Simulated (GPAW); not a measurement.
## The basis that the transmission of a C chain with an Au atom bridging one bond needs

How well does a C chain with an Au atom bridging one bond conduct at low bias, and how far do basis and functional move the answer?

Method: GPAW LCAO, PAW setups; Landauer transmission from Green's functions with principal layers (ASE), zero bias, in GPAW 26.7.0.

## Step 1: The starting structure

The cell holds 13 atoms: 12 C and 1 Au. Its edges and angles: a = 9.000 Å, b = 9.000 Å, c = 15.560 Å, α = 90.0°, β = 90.0°, γ = 90.0°. Regions: left lead, 6 atoms (6 C); channel, 1 atom (1 Au); right lead, 6 atoms (6 C). Vacuum lies along a and b. The structure is stacked along c, and the current runs across the ab planes.

## Step 2: Double-zeta polarised basis

Localised orbitals split the wire into layers that couple to their neighbours alone, which is what the Green's function method needs; double zeta with polarisation is the usual level for numbers.

Contents of run.py:

```python
import json
import numpy as np
from ase import Atoms
from ase.transport.calculators import TransportCalculator
from gpaw import GPAW, FermiDirac
from gpaw.lcao.tools import get_lcao_hamiltonian
from scipy.linalg import eigh

# The junction with lead layers at both ends, along the third cell vector
device = Atoms(
    ['C', 'C', 'C', 'C', 'C', 'C', 'Au', 'C', 'C', 'C', 'C', 'C', 'C'],
    positions=[
        [4.50000, 4.50000, 0.64000],
        [4.50000, 4.50000, 1.92000],
        [4.50000, 4.50000, 3.20000],
        [4.50000, 4.50000, 4.48000],
        [4.50000, 4.50000, 5.76000],
        [4.50000, 4.50000, 7.04000],
        [6.29235, 4.50000, 7.78000],
        [4.50000, 4.50000, 8.52000],
        [4.50000, 4.50000, 9.80000],
        [4.50000, 4.50000, 11.08000],
        [4.50000, 4.50000, 12.36000],
        [4.50000, 4.50000, 13.64000],
        [4.50000, 4.50000, 14.92000]],
    cell=[[9.0, 0.0, 0.0], [0.0, 9.0, 0.0], [0.0, 0.0, 15.56]],
    pbc=True)

# One principal layer of the lead: the first 4 atoms of the device
lead = Atoms(
    ['C', 'C', 'C', 'C'],
    positions=[
        [4.50000, 4.50000, 0.64000],
        [4.50000, 4.50000, 1.92000],
        [4.50000, 4.50000, 3.20000],
        [4.50000, 4.50000, 4.48000]],
    cell=[[9.0, 0.0, 0.0], [0.0, 9.0, 0.0], [0.0, 0.0, 5.12]],
    pbc=True)

settings = dict(mode='lcao', basis='dzp', xc='PBE', h=0.2,
                occupations=FermiDirac(0.1), maxiter=250,
                mixer=dict(beta=0.1, nmaxold=8, weight=100.0),
                convergence=dict(density=0.0001))
energies = np.arange(-2, 2 + 1e-9, 0.05)
eta = 0.0001
n1, n2 = 1, 1
# k and -k transmit alike, so half of the mesh across the current serves
mesh = [(i, j) for i in range(n1) for j in range(n2) if (i, j) <= (-i % n1, -j % n2)]
weights = np.array([1 if (i, j) == (-i % n1, -j % n2) else 2 for i, j in mesh]) / (n1 * n2)

# [... helper functions left out ...]
fermi_lead = ground_state(lead, (1, 1, 22), 'lead.txt')
fermi_device = ground_state(device, (1, 1, 5), 'device.txt')
# [... loop over the mesh left out, but for ...]
        # Shift the lead onto the potential of the device's first layer
        shift = ((H[:, 0, 0] - H0[:, 0, 0]) / S0[0, 0]).real.mean()
# [...]
kT = 8.617333e-5 * 200
bias = [0.1, 0.2, 0.5, 1.0, 1.5, 2.0]
# [... integrals and printing left out ...]
```

On the command line:

```console
> OMP_NUM_THREADS=1 OPENBLAS_NUM_THREADS=1 python run.py
```

The log of the run:

```text
basis functions: device 171, principal layer 52
Fermi level: lead -4.2215 eV, device -3.4671 eV; lead shifted by -0.0767 eV
largest coupling past the next layer 1.03e-04 eV, largest misfit of the first layer 0.138 eV
  E-E_F (eV)   T (one spin)  [channel counts left out]
    -2.000    1.5993e+00
    -1.950    1.6091e+00
    -1.900    1.6183e+00
    -1.850    1.6270e+00
    -1.800    1.6353e+00
    -1.750    1.6430e+00
    -1.700    1.6503e+00
    -1.650    1.6570e+00
    -1.600    1.6634e+00
    -1.550    1.6693e+00
    -1.500    1.6747e+00
    -1.450    1.6798e+00
    -1.400    1.6844e+00
    -1.350    1.6886e+00
    -1.300    1.6923e+00
    -1.250    1.6956e+00
[...]
1.650    1.7470e+00
     1.700    1.7519e+00
     1.750    1.7562e+00
     1.800    1.7599e+00
     1.850    1.7632e+00
     1.900    1.7661e+00
     1.950    1.7686e+00
     2.000    1.7709e+00
conductance at 200 K: 1.4487 G0 a cell; thermopower 3.249 uV/K
current from the zero-bias T(E) at 0.1 V: 11.214 uA
current from the zero-bias T(E) at 0.2 V: 22.366 uA
current from the zero-bias T(E) at 0.5 V: 54.882 uA
current from the zero-bias T(E) at 1.0 V: 105.26 uA
current from the zero-bias T(E) at 1.5 V: 158.75 uA
current from the zero-bias T(E) at 2.0 V: 219.41 uA
```

Wall time 56 s (1 thread of Intel Xeon Platinum 8175M at 2.50GHz (Skylake/Cascade Lake), shared host); peak memory 0.54 GiB.

Numbers from this step:

```yaml
conductance: 1.449 G₀
thermopower: 3.249 μV/K
largest_coupling_past_the_next_principal_layer: 1.03e-4 eV
largest_misfit_of_the_first_principal_layer: 0.1379 eV
shift_that_aligns_the_lead: -0.07672 eV
basis_functions_of_the_junction: 171
basis_functions_of_a_principal_layer: 52
transmission_at_the_fermi_level_one_spin: 1.451
```

One spin. The transmission, zone mean by energy, zero at the Fermi level:

```csv
energy (eV),"transmission, zone mean"
-2.00,1.60
-1.85,1.63
-1.70,1.65
-1.60,1.66
-1.45,1.68
-1.30,1.69
-1.15,1.70
-1.05,1.70
-0.95,1.71
-0.90,1.71
-0.75,1.70
-0.60,1.69
-0.50,1.68
-0.35,1.64
-0.20,1.59
-0.05,1.49
0.00,1.45
0.05,1.40
0.20,1.19
0.35,0.948
0.50,0.895
0.60,1.02
0.75,1.27
0.90,1.46
1.05,1.58
1.15,1.63
1.30,1.69
1.45,1.72
1.60,1.74
1.70,1.75
1.85,1.76
2.00,1.77
```

Not self-consistent under bias; the bias window is split evenly. Current through one cell, from the zero-bias transmission against bias:

| bias (V) | current through one cell, from the zero-bias transmission (μA) |
| --- | --- |
| 0.100 | 11.2 |
| 0.200 | 22.4 |
| 0.500 | 54.9 |
| 1.000 | 105 |
| 1.500 | 159 |
| 2.000 | 219 |

The transmission of the three most open eigenchannels by energy, zero at the Fermi level:

| energy (eV) | channel 1 | channel 2 | channel 3 |
| --- | --- | --- | --- |
| -2.00 | 0.875 | 0.724 | 0 |
| -1.90 | 0.876 | 0.742 | 0 |
| -1.80 | 0.877 | 0.758 | 0 |
| -1.70 | 0.878 | 0.772 | 0 |
| -1.55 | 0.878 | 0.791 | 0 |
| -1.45 | 0.878 | 0.802 | 0 |
| -1.35 | 0.878 | 0.811 | 0 |
| -1.25 | 0.876 | 0.819 | 0 |
| -1.15 | 0.874 | 0.827 | 0 |
| -1.05 | 0.871 | 0.833 | 0 |
| -0.90 | 0.864 | 0.842 | 0 |
| -0.80 | 0.857 | 0.847 | 0 |
| -0.70 | 0.852 | 0.847 | 0 |
| -0.60 | 0.855 | 0.834 | 0 |
| -0.50 | 0.859 | 0.817 | 0 |
| -0.40 | 0.862 | 0.795 | 0 |
| -0.25 | 0.866 | 0.744 | 0 |
| -0.15 | 0.869 | 0.694 | 0 |
| -0.05 | 0.871 | 0.624 | 0 |
| 0.00 | 0.872 | 0.580 | 0 |
| 0.05 | 0.872 | 0.527 | 0 |
| 0.15 | 0.874 | 0.394 | 0 |
| 0.25 | 0.875 | 0.230 | 0 |
| 0.40 | 0.877 | 0.0195 | 0 |
| 0.50 | 0.878 | 0.0174 | 0 |
| 0.60 | 0.879 | 0.142 | 0 |
| 0.70 | 0.879 | 0.313 | 0 |
| 0.80 | 0.880 | 0.467 | 0 |
| 0.90 | 0.880 | 0.584 | 0 |
| 1.05 | 0.880 | 0.702 | 0 |
| 1.15 | 0.880 | 0.754 | 0 |
| 1.25 | 0.880 | 0.791 | 0 |
| 1.35 | 0.880 | 0.819 | 0 |
| 1.45 | 0.880 | 0.840 | 0 |
| 1.55 | 0.880 | 0.855 | 0 |
| 1.70 | 0.879 | 0.873 | 0 |
| 1.80 | 0.881 | 0.879 | 0 |
| 1.90 | 0.888 | 0.878 | 0 |
| 2.00 | 0.893 | 0.878 | 0 |

Couplings past the next layer reach 1.0e-4 eV, small enough to drop; the matrix elements of the cell's first layer differ from the bulk lead's by up to 0.14 eV. That layer keeps its own values in the calculation, and only beyond it is the lead taken as perfect. The Fermi levels of lead and junction count from different zeros of potential, one for each periodic cell; with both set to zero, the small remaining shift is what aligns them. Without spin-orbit coupling, which is large for these atoms, channel counts and T are those of the scalar-relativistic bands. By hand: G = 1.449 × 77.48 μS = 112 μS, a resistance of 8.91 kΩ; at 0.1 V a linear junction would pass 11.2 μA, and the integral over the bias window gives 11.2 μA. Mott's formula, S = -(π²/3)(k_B²T/e) d ln T/dE, has the prefactor 4.89 μV/K·eV at 200 K; T = 1.495 at -0.05 eV and 1.399 at 0.05 eV give a slope of -0.663 per eV and S = 3.24 μV/K, beside 3.25 μV/K from the thermal integral, which interpolates the same grid.

## Step 3: GPAW, szp: basis = "szp(dzp)"

One radial function a shell plus polarisation makes the matrices smaller; the question is what that costs.

run.py, as its differences from that of step 2:

```diff
@@ -39,3 +39,3 @@
 
-settings = dict(mode='lcao', basis='dzp', xc='PBE', h=0.2,
+settings = dict(mode='lcao', basis='szp(dzp)', xc='PBE', h=0.2,
                 occupations=FermiDirac(0.1), maxiter=250,
```

The log of the run:

```text
basis functions: device 117, principal layer 36
Fermi level: lead -6.8417 eV, device -5.3876 eV; lead shifted by -0.1437 eV
largest coupling past the next layer 1.03e-04 eV, largest misfit of the first layer 0.267 eV
  E-E_F (eV)   T (one spin)  [channel counts left out]
    -2.000    1.6754e+00
    -1.950    1.6833e+00
    -1.900    1.6909e+00
    -1.850    1.6979e+00
    -1.800    1.7045e+00
    -1.750    1.7107e+00
    -1.700    1.7165e+00
    -1.650    1.7220e+00
    -1.600    1.7271e+00
    -1.550    1.7319e+00
    -1.500    1.7363e+00
    -1.450    1.7405e+00
    -1.400    1.7444e+00
    -1.350    1.7480e+00
    -1.300    1.7514e+00
    -1.250    1.7545e+00
[...]
1.650    1.4415e+00
     1.700    1.4774e+00
     1.750    1.5083e+00
     1.800    1.5349e+00
     1.850    1.5578e+00
     1.900    1.5776e+00
     1.950    1.5948e+00
     2.000    1.6096e+00
conductance at 200 K: 1.7452 G0 a cell; thermopower 0.3587 uV/K
current from the zero-bias T(E) at 0.1 V: 13.52 uA
current from the zero-bias T(E) at 0.2 V: 27.033 uA
current from the zero-bias T(E) at 0.5 V: 67.438 uA
current from the zero-bias T(E) at 1.0 V: 133.71 uA
current from the zero-bias T(E) at 1.5 V: 196.86 uA
current from the zero-bias T(E) at 2.0 V: 253.63 uA
```

The job ended after 47 s (1 thread; peak memory 0.53 GiB).

Numbers from this step:

| Property | Result |
| --- | --- |
| conductance | 1.745 G₀ |
| largest misfit of the first principal layer | 0.2673 eV |
| shift that aligns the lead | -0.1437 eV |
| basis functions of the junction | 117 |
| basis functions of a principal layer | 36 |
| transmission at the Fermi level (one spin) | 1.745 |

One spin. Transmission, zone mean against energy, zero at the Fermi level:

```csv
energy (eV),"transmission, zone mean"
-2.00,1.68
-1.90,1.69
-1.80,1.70
-1.70,1.72
-1.55,1.73
-1.45,1.74
-1.35,1.75
-1.25,1.75
-1.15,1.76
-1.05,1.76
-0.90,1.77
-0.80,1.77
-0.70,1.77
-0.60,1.77
-0.50,1.77
-0.40,1.77
-0.25,1.77
-0.15,1.76
-0.05,1.75
0.00,1.75
0.05,1.74
0.15,1.72
0.25,1.70
0.40,1.64
0.50,1.59
0.60,1.52
0.70,1.42
0.80,1.28
0.90,1.12
1.05,0.908
1.15,0.878
1.25,0.959
1.35,1.10
1.45,1.24
1.55,1.35
1.70,1.48
1.80,1.53
1.90,1.58
2.00,1.61
```

Not self-consistent under bias; the bias window is split evenly. The current through one cell, from the zero-bias transmission by bias:

| bias (V) | current through one cell, from the zero-bias transmission (μA) |
| --- | --- |
| 0.100 | 13.5 |
| 0.200 | 27.0 |
| 0.500 | 67.4 |
| 1.000 | 134 |
| 1.500 | 197 |
| 2.000 | 254 |

The transmission of the three most open eigenchannels by energy, zero at the Fermi level:

```csv
energy (eV),channel 1,channel 2,channel 3
-2.00,0.938,0.737,0
-1.85,0.939,0.759,0
-1.70,0.940,0.777,0
-1.60,0.940,0.787,0
-1.45,0.942,0.799,0
-1.30,0.943,0.809,0
-1.15,0.943,0.817,0
-1.05,0.943,0.822,0
-0.90,0.941,0.829,0
-0.75,0.939,0.835,0
-0.60,0.934,0.841,0
-0.50,0.930,0.844,0
-0.35,0.922,0.849,0
-0.20,0.910,0.854,0
-0.05,0.893,0.859,0
0.00,0.886,0.860,0
0.05,0.877,0.861,0
0.20,0.865,0.845,0
0.35,0.868,0.797,0
0.50,0.870,0.720,0
0.60,0.872,0.646,0
0.75,0.873,0.480,0
0.90,0.874,0.246,0
1.05,0.875,0.0338,0
1.15,0.874,0.00388,0
1.30,0.874,0.150,0
1.45,0.873,0.363,0
1.60,0.872,0.528,0
1.70,0.871,0.607,0
1.85,0.869,0.689,0
2.00,0.867,0.743,0
```

The conductance, 1.75 G₀, lies 20 % above that of the dzp run. The first layer now differs from the lead by 0.27 eV after a shift of -0.14 eV, a far poorer match of lead and junction than at the start, whatever the conductance shows.

## Step 4: Minimal basis

The minimal basis is the cheapest rung: no second zeta and no polarisation.

run.py, as its differences from that of step 3:

```diff
@@ -39,3 +39,3 @@
 
-settings = dict(mode='lcao', basis='szp(dzp)', xc='PBE', h=0.2,
+settings = dict(mode='lcao', basis='sz(dzp)', xc='PBE', h=0.2,
                 occupations=FermiDirac(0.1), maxiter=250,
```

The log of the run:

```text
basis functions: device 54, principal layer 16
Fermi level: lead -7.7027 eV, device -6.0277 eV; lead shifted by -0.1679 eV
largest coupling past the next layer 1.04e-04 eV, largest misfit of the first layer 0.239 eV
  E-E_F (eV)   T (one spin)  [channel counts left out]
    -2.000    1.6614e+00
    -1.950    1.6689e+00
    -1.900    1.6760e+00
[...]
1.950    1.4439e+00
     2.000    1.4713e+00
conductance at 200 K: 1.7347 G0 a cell; thermopower 0.2519 uV/K
current from the zero-bias T(E) at 0.1 V: 13.44 uA
current from the zero-bias T(E) at 0.2 V: 26.874 uA
current from the zero-bias T(E) at 0.5 V: 67.086 uA
current from the zero-bias T(E) at 1.0 V: 133.41 uA
current from the zero-bias T(E) at 1.5 V: 197.8 uA
current from the zero-bias T(E) at 2.0 V: 258.12 uA
```

Run time: 33 s. Hardware: 1 thread; peak memory 0.5 GiB.

Numbers from this step:

* conductance: 1.735 G₀
* largest coupling past the next principal layer: 1.04e-4 eV
* largest misfit of the first principal layer: 0.2390 eV
* shift that aligns the lead: -0.1679 eV
* basis functions of the junction: 54
* basis functions of a principal layer: 16
* transmission at the Fermi level (one spin): 1.735

The conductance, 1.73 G₀, lies 20 % above that of the dzp run.

## Step 5: revPBE in the dzp basis: xc = "revPBE"

Back in the dzp basis, the functional changes from PBE to revPBE, to set the spread between functionals beside that between bases.

run.py, as its differences from that of step 4:

```diff
@@ -39,3 +39,3 @@
 
-settings = dict(mode='lcao', basis='sz(dzp)', xc='PBE', h=0.2,
+settings = dict(mode='lcao', basis='dzp', xc='revPBE', h=0.2,
                 occupations=FermiDirac(0.1), maxiter=250,
```

The log of the run:

```text
basis functions: device 171, principal layer 52
Fermi level: lead -4.1349 eV, device -3.3681 eV; lead shifted by -0.0792 eV
largest coupling past the next layer 1.03e-04 eV, largest misfit of the first layer 0.142 eV
  E-E_F (eV)   T (one spin)  [channel counts left out]
    -2.000    1.6044e+00
    -1.950    1.6139e+00
    -1.900    1.6228e+00
[...]
1.950    1.7662e+00
     2.000    1.7686e+00
conductance at 200 K: 1.4561 G0 a cell; thermopower 3.099 uV/K
current from the zero-bias T(E) at 0.1 V: 11.272 uA
current from the zero-bias T(E) at 0.2 V: 22.485 uA
current from the zero-bias T(E) at 0.5 V: 55.221 uA
current from the zero-bias T(E) at 1.0 V: 105.81 uA
current from the zero-bias T(E) at 1.5 V: 158.79 uA
current from the zero-bias T(E) at 2.0 V: 218.97 uA
```

Wall time 64 s (1 thread); peak memory 0.54 GiB.

This step gave:

```
conductance                                    : 1.456 G₀
thermopower                                    : 3.099 μV/K
largest coupling past the next principal layer : 1.03e-4 eV
largest misfit of the first principal layer    : 0.1420 eV
shift that aligns the lead                     : -0.07920 eV
basis functions of the junction                : 171
basis functions of a principal layer           : 52
transmission at the Fermi level (one spin)     : 1.458
```

One spin. Table of transmission, zone mean by energy, zero at the Fermi level:

energy (eV), transmission, zone mean and a bar from the least value:
```
    -2.00       1.60 ########################
    -1.85       1.63 #########################
    -1.70       1.65 ##########################
    -1.60       1.67 ###########################
    -1.45       1.68 ###########################
    -1.30       1.69 ###########################
    -1.15       1.70 ############################
    -1.05       1.70 ############################
    -0.95       1.71 ############################
    -0.90       1.71 ############################
    -0.75       1.70 ############################
    -0.60       1.69 ###########################
    -0.50       1.68 ###########################
    -0.35       1.64 ##########################
    -0.20       1.59 ########################
    -0.05       1.50 #####################
     0.00       1.46 ###################
     0.05       1.41 ##################
     0.20       1.21 ###########
     0.35       0.97 ###
     0.50       0.89 
     0.60       0.99 ####
     0.75       1.24 ############
     0.90       1.44 ###################
     1.05       1.57 #######################
     1.15       1.62 #########################
     1.30       1.68 ###########################
     1.45       1.71 ############################
     1.60       1.74 #############################
     1.70       1.75 #############################
     1.85       1.76 ##############################
     2.00       1.77 ##############################
```

The conductance, 1.46 G₀, lies 0.5 % above that of the dzp run.

## Step 6: The ladder

Times are for 1 thread of Intel Xeon Platinum 8175M at 2.50GHz (Skylake/Cascade Lake), shared host. The runs compared:

```csv
no.,run,conductance (G₀),time,memory (GiB)
1,dzp,1.449,56 s,0.54
2,szp,1.745,47 s,0.53
3,sz,1.735,33 s,0.5
4,dzp revPBE,1.456,64 s,0.54
```

## Step 7: Comparison

The curves are compared point by point over the common energies.

This step: comparison of transmission and cost over codes and levels (GPAW 26.7.0).

Ladder, by row:

```csv
step,code,T at the Fermi level (sum over the listed spins),conductance (G0),r.m.s. T(E) from the first,wall time (s),peak memory (GiB),threads
dzp,GPAW,1.451,1.449,0,55.71,0.54,1
szp,GPAW,1.745,1.745,0.3602,47.17,0.53,1
sz,GPAW,1.735,1.735,0.4031,32.88,0.5,1
dzp-revPBE,GPAW,1.458,1.456,0.01153,63.54,0.54,1
```

Transmission, zone mean, sum over the listed spins against energy, zero at the Fermi level:

```csv
energy (eV),dzp,szp,sz,dzp-revPBE
-2.00,1.60,1.68,1.66,1.60
-1.85,1.63,1.70,1.68,1.63
-1.70,1.65,1.72,1.70,1.65
-1.50,1.67,1.74,1.72,1.68
-1.35,1.69,1.75,1.73,1.69
-1.20,1.70,1.76,1.74,1.70
-1.05,1.70,1.76,1.74,1.70
-0.95,1.71,1.77,1.75,1.71
-0.90,1.71,1.77,1.75,1.71
-0.70,1.70,1.77,1.75,1.70
-0.55,1.68,1.77,1.75,1.68
-0.40,1.66,1.77,1.75,1.66
-0.25,1.61,1.77,1.75,1.61
-0.10,1.53,1.76,1.74,1.54
0.00,1.45,1.75,1.73,1.46
0.10,1.34,1.73,1.72,1.35
0.25,1.10,1.70,1.70,1.12
0.40,0.897,1.64,1.67,0.908
0.55,0.946,1.56,1.61,0.926
0.70,1.19,1.42,1.53,1.16
0.90,1.46,1.12,1.35,1.44
1.05,1.58,0.908,1.14,1.57
1.20,1.65,0.907,0.929,1.64
1.35,1.70,1.10,0.860,1.69
1.50,1.73,1.30,0.985,1.72
1.70,1.75,1.48,1.23,1.75
1.85,1.76,1.56,1.38,1.76
2.00,1.77,1.61,1.47,1.77
```

(Continued in part 2 of 2.)

[Logs are printed without paths, hosts, clocks, repeated set-up lines and the standing remarks that a program may print on its own settings, such as how far it seeks lower states.]

[Hosts, paths, dates, database ids (printed as entryN), source tags and the programs' standing remarks are cut or masked in the printed files.]
